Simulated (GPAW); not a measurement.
# How GaP absorbs and reflects light

Aim: the dielectric function of GaP, and the optical constants that follow from it.

Program: GPAW 26.7.0. Level of theory: DFT, PBE, plane-wave PAW (GPAW data sets), scalar-relativistic, RPA, optical limit. Results are calculated unless marked as measured.

## Step 1: Starting point

Symmetry: F-43m, No. 216, cubic system. Conventional cell: a = 5.451 Å, b = 5.451 Å, c = 5.451 Å, α = 90.00°, β = 90.00°, γ = 90.00°. Nearest to Ga lie 4 P at 2.36 Å. Nearest to P lie 4 Ga at 2.36 Å. Farther neighbours are not listed.

## Step 2: Ground state

The self-consistent density comes first; it also tells whether there is a gap, which decides the occupations and the need for a Drude term.

This step: DFT, PBE, plane-wave PAW (GPAW data sets), scalar-relativistic, ground state (GPAW 26.7.0).

Contents of gs.py:

```python
from ase import Atoms
from ase.dft.bandgap import bandgap
from gpaw import GPAW, PW, FermiDirac

atoms = Atoms(['Ga', 'P'],
              cell=[[0.000000000000, 2.725250000000, 2.725250000000],
                    [2.725250000000, 0.000000000000, 2.725250000000],
                    [2.725250000000, 2.725250000000, 0.000000000000]],
              scaled_positions=[[0.000000000000, 0.000000000000, 0.000000000000],
                                [0.750000000000, 0.750000000000, 0.750000000000]],
              pbc=[True, True, True])
atoms.calc = GPAW(mode=PW(500), xc='PBE', kpts={'size': (7, 7, 7), 'gamma': True},
                  occupations=FermiDirac(0.05), maxiter=150, txt='gs.txt')
print('energy (eV)', atoms.get_potential_energy())
print('Fermi level (eV)', atoms.calc.get_fermi_level())
print('valence electrons', atoms.calc.get_number_of_electrons())
print('gap (eV)', bandgap(atoms.calc, output=None)[0])
print('direct gap (eV)', bandgap(atoms.calc, direct=True, output=None)[0])
atoms.calc.write('gs.gpw')
```

Launch:

```sh
$ OMP_NUM_THREADS=1 python gs.py
```

Numbers of over 12 decimals in the logs are rounded to 6 here.

The program printed:

```text
__  _  _
 | _ |_)|_||  |
 |__||  | ||/\| - 26.7.0

Versions:
  Python: 3.12.14
  ASE:    3.29.0
  Numpy:  2.5.5
  Scipy:  1.18.1
  Libxc:  7.0.0

Input parameters:
  mode=PW(ecut=500.0),
  kpts=MonkhorstPack(size=(7, 7, 7), gamma=True),
  maxiter=150,
  occupations=Occupations(name='fermi-dirac', width=0.05, fixmagmom=False),
  xc=XC(name='PBE')

Diagonalizing LCAO Hamiltonian
Converting LCAO to pw mode

                    P

       Ga

Atoms  # Å, Bohr magnetons
|   | symbol |        x |        y |        z |    initial magnetic moments |
| 0 |     Ga | 0.000000 | 0.000000 | 0.000000 | ( 0.0000,  0.0000,  0.0000) |
| 1 |      P | 4.087875 | 4.087875 | 4.087875 | ( 0.0000,  0.0000,  0.0000) |

Unit cell  # Å
| periodic |        x |        y |        z |  lengths |    angles |
|      yes | 0.000000 | 2.725250 | 2.725250 | 3.854086 | 60.000000 |
|      yes | 2.725250 | 0.000000 | 2.725250 | 3.854086 | 60.000000 |
|      yes | 2.725250 | 2.725250 | 0.000000 | 3.854086 | 60.000000 |

Number of symmetries: 24
Symmetry operations  # r_c * U_cc + t_c -> r_c
|    | kind |            matrix            |
|  0 |  E   |  1, 0, 0,  0, 1, 0,  0, 0, 1 |
|  1 |  σ   |  1, 0, 0,  0, 0, 1,  0, 1, 0 |
|  2 |  σ   |  1, 0,-1,  0, 1,-1,  0, 0,-1 |
|  3 |  C3  |  1, 0,-1,  0, 0,-1,  0, 1,-1 |
|  4 |  C3  |  1,-1, 0,  0,-1, 1,  0,-1, 0 |
|  5 |  σ   |  1,-1, 0,  0,-1, 0,  0,-1, 1 |
|  6 |  σ   |  0, 1, 0,  1, 0, 0,  0, 0, 1 |
|  7 |  C3  |  0, 1, 0,  0, 0, 1,  1, 0, 0 |
|  8 |  C2  |  0, 1,-1,  1, 0,-1,  0, 0,-1 |
|  9 |  S4  |  0, 1,-1,  0, 0,-1,  1, 0,-1 |
| 10 |  C3  |  0, 0, 1,  1, 0, 0,  0, 1, 0 |
| 11 |  σ   |  0, 0, 1,  0, 1, 0,  1, 0, 0 |
| 12 |  S4  |  0, 0,-1,  1, 0,-1,  0, 1,-1 |
| 13 |  C3  |  0, 0,-1,  0, 1,-1,  1, 0,-1 |
| 14 |  S4  |  0,-1, 1,  1,-1, 0,  0,-1, 0 |
| 15 |  C2  |  0,-1, 1,  0,-1, 0,  1,-1, 0 |
| 16 |  C3  |  0,-1, 0,  1,-1, 0,  0,-1, 1 |
| 17 |  S4  |  0,-1, 0,  0,-1, 1,  1,-1, 0 |
| 18 |  S4  | -1, 1, 0, -1, 0, 1, -1, 0, 0 |
| 19 |  C3  | -1, 1, 0, -1, 0, 0, -1, 0, 1 |
| 20 |  C3  | -1, 0, 1, -1, 1, 0, -1, 0, 0 |
| 21 |  S4  | -1, 0, 1, -1, 0, 0, -1, 1, 0 |
| 22 |  σ   | -1, 0, 0, -1, 1, 0, -1, 0, 1 |
| 23 |  C2  | -1, 0, 0, -1, 0, 1, -1, 1, 0 |

BZ-sampling:
  Number of BZ points: 343
  Number of IBZ points: 20

  Monkhorst-Pack size: [7, 7, 7]
  Monkhorst-Pack shift: [0, 0, 0]

K-points  # in reciprocal-cell coordinates
|     |                                coordinates |     weight |
|   0 | (  0.00000000,   0.00000000,   0.00000000) | 0.00291545 |
|   1 | (  0.14285714,   0.14285714,   0.00000000) | 0.01749271 |
|   2 | (  0.14285714,   0.14285714,   0.14285714) | 0.02332362 |
|   3 | (  0.28571429,   0.14285714,   0.14285714) | 0.03498542 |
|   4 | (  0.28571429,   0.28571429,   0.00000000) | 0.01749271 |
|   5 | (  0.28571429,   0.28571429,   0.14285714) | 0.06997085 |
|   6 | (  0.28571429,   0.28571429,   0.28571429) | 0.02332362 |
|   7 | (  0.42857143,  -0.28571429,  -0.28571429) | 0.03498542 |
|   8 | (  0.42857143,   0.28571429,  -0.42857143) | 0.13994169 |
|   9 | (  0.42857143,   0.28571429,  -0.28571429) | 0.06997085 |
| ... |                                            |            |
|  19 | (  0.42857143,   0.42857143,   0.42857143) | 0.02332362 |

Plane wave coefficients: 1040
Cutoff: 500.0 eV

Spin-components: 1 (collinear spins)
Bands:           8
Projectors:      10
Spin-degeneracy: 2
Datatype:        complex128

Parallelization:
  kpt:    1
  domain: 1
  band:   1

Density:
  Valence electrons: 8.0
  Components: 1
  Grid points: [20 20 20]
  Charge: 0.0  # |e|

Potential:
  Grid points: [20 20 20]

species:
  Ga:
    name:    Gallium
    id:
    Z:       31.0
    valence: 3
    core:    28
    charge:  0.0  # [|e|]
    compensation charges:
      type: gauss
      rc: 0.37  # [Å]
      lmax: 2
    cutoffs:
      filter: 2.06  # [Å]
      core: 4.17  # [Å]
    projectors
    | kind |    occ | energy [eV] | rcut [Å] |
    |   4s |  2.000 |      -8.945 |    1.164 |
    |   4p |  1.000 |      -2.580 |    1.164 |
    |    s |        |      18.266 |    1.164 |
    |    p |        |      24.631 |    1.164 |
    |    d |        |       0.000 |    1.164 |

    Using partial waves for Ga as LCAO basis

  P:
    name:    Phosphorus
    id:
    Z:       15.0
    valence: 5
    core:    10
    charge:  0.0  # [|e|]
    compensation charges:
      type: gauss
      rc: 0.30  # [Å]
      lmax: 2
    cutoffs:
      filter: 1.69  # [Å]
      core: 1.81  # [Å]
    projectors
    | kind |    occ | energy [eV] | rcut [Å] |
    |   3s |  2.000 |     -13.968 |    0.953 |
    |   3p |  3.000 |      -5.506 |    0.953 |
    |    s |        |      13.244 |    0.953 |
    |    p |        |      21.705 |    0.953 |
    |    d |        |       0.000 |    0.953 |

    Using partial waves for P as LCAO basis

Reference energy: -62187.585188  # eV

eigensolver:
  PPCG
  Converge bands: occupied
  niter=2

density mixing:
  MSR1-Mixer
  Pratt-step length: 0.05
  Maximum mixing coefficient: 0.75
  Old densities: 10
  SVD Regularization: 0.005
  Good broyden scale: 1.0
  Trust region scale: 1.0
  Backstep threshold: 4.0
  History deletion threshold: 6.0
  Fourier metric: weight=20.0, sigma=0.015

occupation numbers:
  Fermi-Dirac:
    width: 0.0500  # eV

poisson solver:
  ecut: 4000.0  # eV

xc functional:
  name: PBE with 2 nearest neighbor stencil

convergence criteria:
- Maximum [total energy] change in last 3 cyles: 0.0005 eV / valence electron
- Maximum integral of absolute [dens]ity change: 0.0001 electrons / valence electron
- Maximum integral of absolute [eigenst]ate change: 4e-08 eV^2 / valence electron
maximum number of iterations: 150

SCF iterations
|iter     |      energy | eigst |  dens |
|iter:   1||   -9.214329 | -0.28 |       |
|iter:   2||   -9.180848 | -2.24 | -0.83 |
|iter:   3||   -9.031649 | -1.74 | -0.87 |
|iter:   4||   -9.032694 | -3.18 | -1.50 |
|iter:   5||   -9.033008c| -4.24 | -2.04 |
|iter:   6||   -9.033052c| -5.52 | -2.76 |
|iter:   7||   -9.033053c| -6.94 | -3.81 |
|iter:   8||   -9.033053c| -7.98c| -4.41c|

Converged in 8 steps
SCF loop duration: 1.743 s (0.218 s/step)
Energy contributions relative to reference atoms: (reference = -62187.585188)

Energy contributions:
  Kinetic:          24.597510
  Coulomb:         -21.581859
  Zero:              0.014509
  External:          0.000000
  Xc:              -12.063213
  Entropy:          -0.000000
  Spinorbit:         0.000000
  ----------------------------
  Free energy:      -9.033053
  Extrapolated:     -9.033053

dipole moment: (-10.816895, -10.816895, -10.816895)  # |e|*Ang

Fermi level: 5.742
Eigenvalues  # (at kpt = [0.000, 0.000, 0.000])
| band index |      eig [eV] | occ [0-2] |
|          0 |        -7.507 |     2.000 |
|          1 |         4.956 |     2.000 |
|          2 |         4.956 |     2.000 |
|          3 |         4.956 |     2.000 |
|          4 |         6.850 |     0.000 |
|          5 |         8.886 |     0.000 |
|          6 |         8.886 |     0.000 |
|          7 |         8.886 |     0.000 |

Gap: 1.613 eV
Transition (v -> c):
  (s=0, k=0, n=3, [0.00, 0.00, 0.00]) -> (s=0, k=16, n=4, [0.43, 0.43, 0.00])
Direct/indirect transitions are different
Direct gap: 1.894 eV
Transition at: (s=0, k=0, n=3, [0.00, 0.00, 0.00])

--- standard output ---
energy (eV) -9.033053
Fermi level (eV) 5.742265
valence electrons 8.0
gap (eV) 1.613326
direct gap (eV) 1.894437
```

Wall time 2.7 s (1 thread of Arm Neoverse V2, shared host); peak memory 0.13 GiB.

Numbers from this step:

* energy: -9.033 eV
* Fermi energy: 5.742 eV
* gap on the k-mesh: 1.613 eV
* direct gap on the mesh: 1.894 eV
* electrons: 8

There is a gap, 1.61 eV on this mesh (points off the mesh can give less), so no carriers' term is needed.

## Step 3: Bands for the response

At the fixed density, many empty bands are solved on the mesh of the response, since the spectrum sums over them.

This step: DFT, PBE, plane-wave PAW (GPAW data sets), scalar-relativistic, bands at fixed density (GPAW 26.7.0).

Contents of nscf.py:

```python
from ase.dft.bandgap import bandgap
from gpaw import GPAW, FermiDirac

calc = GPAW('gs.gpw').fixed_density(kpts={'size': (11, 11, 11), 'gamma': True}, nbands=32, convergence={'bands': 26},
                                    occupations=FermiDirac(0.001), txt='nscf.txt')
print('gap (eV)', bandgap(calc, output=None)[0])
print('direct gap (eV)', bandgap(calc, direct=True, output=None)[0])
print('top band over the Fermi level (eV)', min(calc.get_eigenvalues(kpt=k)[25] for k in range(len(calc.get_ibz_k_points()))) - calc.get_fermi_level())
calc.write('full.gpw', mode='all')
```

Launch:

```sh
$ OMP_NUM_THREADS=1 python nscf.py
```

The program printed:

```text
Diagonalizing LCAO Hamiltonian
Converting LCAO to pw mode
convergence criteria:
- Maximum integral of absolute [eigenst]ate change: 4e-08 eV^2 / valence electron
maximum number of iterations: 150

SCF iterations
|iter     |      energy | eigst |  dens |
|iter:   1||             | +3.43 |       |
|iter:   2||             | +1.60 |       |
|iter:   3||             | -0.69 |       |
|iter:   4||             | -2.22 |       |
|iter:   5||             | -3.93 |       |
|iter:   6||             | -5.31 |       |
|iter:   7||             | -6.79 |       |
|iter:   8||             | -7.59c|       |
SCF steps: 8
  __  _  _
 | _ |_)|_||  |
 |__||  | ||/\| - 26.7.0

Versions:
  Python: 3.12.14
  ASE:    3.29.0
  Numpy:  2.5.5
  Scipy:  1.18.1
  Libxc:  7.0.0

Input parameters:
  mode=PW(ecut=500.0),
  convergence={'bands': 26},
  gpts=array([20, 20, 20]),
  kpts=MonkhorstPack(size=(11, 11, 11), gamma=True),
  maxiter=150,
  nbands=32,
  occupations=Occupations(name='fermi-dirac', width=0.001, fixmagmom=False),
  parallel={},
  xc=XC(name='PBE')

--- standard output ---
gap (eV) 1.625680
direct gap (eV) 1.894437
top band over the Fermi level (eV) 27.907888
```

Wall time 18 s (1 thread); peak memory 0.17 GiB.

This step gave:

```
gap on the k-mesh : 1.626 eV
```

## Step 4: Dielectric function, RPA

Local fields let the induced charge screen the field inside the cell, which as a rule lowers ε, most along directions where the density is uneven.

This step: DFT, PBE, plane-wave PAW (GPAW data sets), scalar-relativistic, RPA, optical limit (GPAW 26.7.0).

Contents of df.py:

```python
from gpaw.response.df import DielectricFunction

df = DielectricFunction('full.gpw', frequencies={'type': 'nonlinear', 'domega0': 0.03, 'omega2': 8},
                        ecut=60,
                        eta=0.2,
                        nbands=26,
                        txt='df.txt')
for direction in ['x']:
    df.get_dielectric_function(xc='RPA', direction=direction, filename=f'df_{direction}.csv')
```

Launch:

```sh
$ OMP_NUM_THREADS=1 python df.py
```

The program printed:

```text
Using integrator: PointIntegrator
NonLinearFrequencyDescriptor(from 0.000 to 44.848 eV, 451 points)
Nonperiodic BCs:  [False False False]
Using integrator: PointIntegrator
NonLinearFrequencyDescriptor(from 0.000 to 44.848 eV, 451 points)
Nonperiodic BCs:  [False False False]

Calculating chi0 body with:
    Ground state adapter containing:
    Number of spins: 1
    Number of kpoints: 1331
    Number of irreducible kpoints: 56
    Number of completely occupied states: 4
    Number of partially occupied states: 4

    Linear response parametrization:
    q_c: [0.0, 0.0, 0.0]
    Number of frequency points: 451
    Planewave cutoff: 60.0
    Number of bands: 26
    Number of planewaves: 51
    Broadening (eta): 0.2

Integrating chi0 body.

Symmetries of q_c:
    Direct symmetries (Uq -> q): 24
    Indirect symmetries (TUq -> q): 24
In total 48 allowed symmetries.

56 groups of equivalent kpoints. 95.792637% reduction.

Integral kind: spectral function

Calculating chi0 optical extensions with:
    Ground state adapter containing:
    Number of spins: 1
    Number of kpoints: 1331
    Number of irreducible kpoints: 56
    Number of completely occupied states: 4
    Number of partially occupied states: 4

    Linear response parametrization:
    Number of frequency points: 451
    Planewave cutoff: 60.0
    Number of bands: 26
    Number of planewaves: 51
    Broadening (eta): 0.2
Integrating chi0 head and wings.

Symmetries of q_c:
    Direct symmetries (Uq -> q): 24
    Indirect symmetries (TUq -> q): 24
In total 48 allowed symmetries.

56 groups of equivalent kpoints. 95.792637% reduction.

Integral kind: spectral function wings
```

The job ended after 3.3 s (1 thread; peak memory 0.25 GiB).

Numbers from this step:

```
electronic dielectric constant ε∞, mean over x, y and z (by symmetry where fewer were run) : 9.552
main peak of Im epsilon, first axis                                                        : 4.463 eV
centre of weight of the strongest loss peak in the window                                  : 17.27 eV
```

Some rows of df_x.csv (energy; Re and Im without local fields; Re and Im with them):

```text
0.000000, 10.647726, -0.000000, 9.551599, 0.000000
0.555532, 10.832890, 0.139291, 9.714421, 0.122634
1.143969, 11.512617, 0.355490, 10.314264, 0.315296
1.768324, 13.120204, 1.146559, 11.737135, 1.057571
2.431988, 16.525533, 3.599853, 14.689514, 3.243088
3.138794, 14.275785, 8.676023, 12.184150, 7.748005
3.893091, 13.460819, 14.790938, 11.125405, 12.075546
4.699832, -3.692742, 15.711695, -2.893723, 14.273947
5.564682, -6.389610, 13.098124, -4.544392, 12.426027
6.494155, -4.594032, 6.390984, -3.498484, 5.647659
7.495775, -4.200132, 3.791072, -3.445791, 3.911365
8.578281, -2.941090, 2.487226, -2.353572, 2.418183
9.751884, -2.315635, 1.707169, -1.734451, 1.941297
11.028587, -1.693092, 0.899773, -1.459512, 1.194777
12.422601, -1.018748, 0.571762, -0.865257, 0.727033
13.950874, -0.573354, 0.353824, -0.425032, 0.486849
15.633783, -0.229972, 0.261090, -0.117969, 0.382143
17.496047, 0.059380, 0.179394, 0.153211, 0.281031
19.567954, 0.263380, 0.089694, 0.269816, 0.158722
```

The Im ε, E ∥ x has structure finer than the step of the table below, so its rows give means over 1 eV, whole bins alone (the curve runs from 0 to 21.9 eV). Peaks (eV: height): 4.5: 22.3, 5.3: 15.2.

Values under the direct gap are tails of Lorentzian lines. The Im ε, E ∥ x by photon energy; means over each step:

```tsv
photon energy (eV)	Im ε, E ∥ x
1	0.279
2	1.60
3	7.70
4	14.4
5	14.1
6	8.49
7	5.00
8	3.06
9	2.12
10	1.71
11	1.23
12	0.882
13	0.638
14	0.491
15	0.413
16	0.338
17	0.296
18	0.311
19	0.199
20	0.168
21	0.135
```

Re ε, E ∥ x against photon energy:

```tsv
photon energy (eV)	Re ε, E ∥ x
0	9.55
1	10.1
2	12.1
3	11.7
4	11.3
5	1.37
6	-5.69
7	-3.23
8	-2.67
9	-1.93
10	-1.69
11	-1.47
12	-0.928
13	-0.648
14	-0.410
15	-0.160
16	-0.0789
17	0.0584
18	0.131
19	0.168
20	0.297
21	0.369
```

The Im ε, E ∥ x has structure finer than the step of the table below, so its rows give means over 0.5 eV, whole bins alone (the curve runs from 0 to 21.9 eV). Peaks (eV: height): without local fields 4.42: 26.6, 5.27: 17.7; with local fields 4.47: 22.3, 5.32: 15.2.

Values under the direct gap are tails of Lorentzian lines. The Im ε, E ∥ x by photon energy; means over each step:

```tsv
photon energy (eV)	without local fields	with local fields
0.5	0.126	0.111
1.0	0.295	0.261
1.5	0.667	0.603
2.0	1.56	1.43
2.5	4.56	4.10
3.0	9.08	8.19
3.5	11.3	9.72
4.0	16.7	13.2
4.5	22.3	19.0
5.0	14.9	12.2
5.5	14.4	13.2
6.0	8.65	8.25
6.5	6.30	5.65
7.0	5.24	5.03
7.5	3.90	4.01
8.0	3.02	2.95
8.5	2.61	2.56
9.0	2.07	2.02
9.5	2.00	2.06
10.0	1.47	1.67
10.5	1.32	1.46
11.0	0.972	1.24
11.5	0.825	0.959
12.0	0.731	0.900
12.5	0.578	0.711
13.0	0.528	0.656
13.5	0.445	0.562
14.0	0.356	0.486
14.5	0.327	0.432
15.0	0.320	0.414
15.5	0.267	0.393
16.0	0.228	0.330
16.5	0.208	0.319
17.0	0.166	0.290
17.5	0.181	0.289
18.0	0.158	0.324
18.5	0.110	0.275
19.0	0.0834	0.190
19.5	0.0865	0.160
20.0	0.0922	0.175
20.5	0.0803	0.149
21.0	0.0763	0.132
21.5	0.0652	0.131
```

The reflectivity at normal incidence, E ∥ x has structure finer than the step of the table below, so its rows give means over 0.5 eV, whole bins alone (the curve runs from 0 to 21.9 eV). Peaks (eV: height): 4.61: 54.9, 6.02: 58.1, 11.18: 52.6.

The reflectivity at normal incidence, E ∥ x by photon energy; means over each step:

photon energy (eV), reflectivity at normal incidence, E ∥ x (%) and a bar:
```
      0.5       26.4 ############
      1.0       27.2 #############
      1.5       28.9 ##############
      2.0       31.2 ###############
      2.5       35.6 ##################
      3.0       36.7 ##################
      3.5       38.0 ###################
      4.0       41.7 #####################
      4.5       51.9 ###########################
      5.0       44.6 #######################
      5.5       53.0 ############################
      6.0       56.4 ##############################
      6.5       51.1 ###########################
      7.0       49.6 ##########################
      7.5       52.8 ############################
      8.0       51.3 ###########################
      8.5       50.3 ##########################
      9.0       48.4 #########################
      9.5       43.9 #######################
     10.0       48.1 #########################
     10.5       45.0 #######################
     11.0       49.5 ##########################
     11.5       47.4 #########################
     12.0       45.8 ########################
     12.5       47.5 #########################
     13.0       44.0 #######################
     13.5       43.0 ######################
     14.0       41.6 #####################
     14.5       38.3 ###################
     15.0       32.5 ################
     15.5       31.0 ###############
     16.0       29.5 ##############
     16.5       22.9 ##########
     17.0       21.0 #########
     17.5       15.3 ######
     18.0       15.2 ######
     18.5       16.6 #######
     19.0       15.4 ######
     19.5       10.6 ###
     20.0        8.6 ##
     20.5        7.9 #
     21.0        6.2 
     21.5        5.4
```

The loss function −Im 1/ε at q → 0, E ∥ x has structure finer than the step of the table below, so its rows give means over 1 eV, whole bins alone (the curve runs from 0 to 21.9 eV). Peaks (eV: height): 17.1: 3.36, 18.7: 3.30.

Values under the direct gap are tails of Lorentzian lines. The loss function −Im 1/ε at q → 0, E ∥ x by energy loss; means over each step:

```tsv
energy loss (eV)	loss function −Im 1/ε at q → 0, E ∥ x
1	0.00261
2	0.00929
3	0.0330
4	0.0418
5	0.0718
6	0.0919
7	0.139
8	0.181
9	0.262
10	0.314
11	0.384
12	0.537
13	0.794
14	1.23
15	1.99
16	2.85
17	3.13
18	2.63
19	2.73
20	1.48
21	0.925
```

From ε follow the optical constants at some laser and lamp lines:

```tsv
wavelength (nm)	n	k	R (%)	1/α
1064	3.22	0.051	27.7	1.7 µm
800	3.34	0.093	29.1	686 nm
532	3.76	0.313	33.9	135 nm
365	3.69	1.232	37.2	24 nm
308	3.78	1.666	41.0	15 nm
248	2.54	2.258	42.4	8.7 nm
193	1.25	2.284	51.4	6.7 nm
```

Below the direct gap, k and the depth come from the tails of the Lorentzian lines, not from transitions.

Rows near the edge hang on the gap, which this functional as a rule makes too small, and phonon-assisted absorption is left out.

## Step 5: Outcome

```yaml
electronic_dielectric_constant_eps_infinity_mean_over_x_y_and_z_by_symmetry_where_fewer_were_run_rpa: 9.55
main_peak_of_im_epsilon_first_axis: 4.46 eV
centre_of_weight_of_the_strongest_loss_peak_in_the_window_first_axis: 17.3 eV
```

**Reading.** At this level (PBE, RPA) GaP has ε∞ = 9.55 and n = 3.15 at 1550 nm, and Im ε peaks at 4.5 eV. On the mesh the gap is 1.63 eV and the least direct gap 1.89 eV, so on this mesh the band edges lie at different points. Local fields change the static value along x from 10.65 to 9.55 (-10 %). Distinct maxima of Im ε, read by a parabola through the highest points, lie at 2.89 eV (8.9), 4.46 eV (22) and 5.33 eV (15). Excitons and phonon-assisted transitions are missing; PBE gaps are as a rule too small, which pulls the onset down and ε∞ up. The sum runs over mesh points, so small or evenly spaced maxima can still be ripples of the mesh.

[Machine, clock and banner lines and Python warnings are left out of the logs.]

[Logs are printed without paths, hosts, clocks, repeated set-up lines and the standing remarks that a program may print on its own settings, such as how far it seeks lower states.]

[Hosts, paths, dates, database ids (printed as entryN), source tags and the programs' standing remarks are cut or masked in the printed files.]
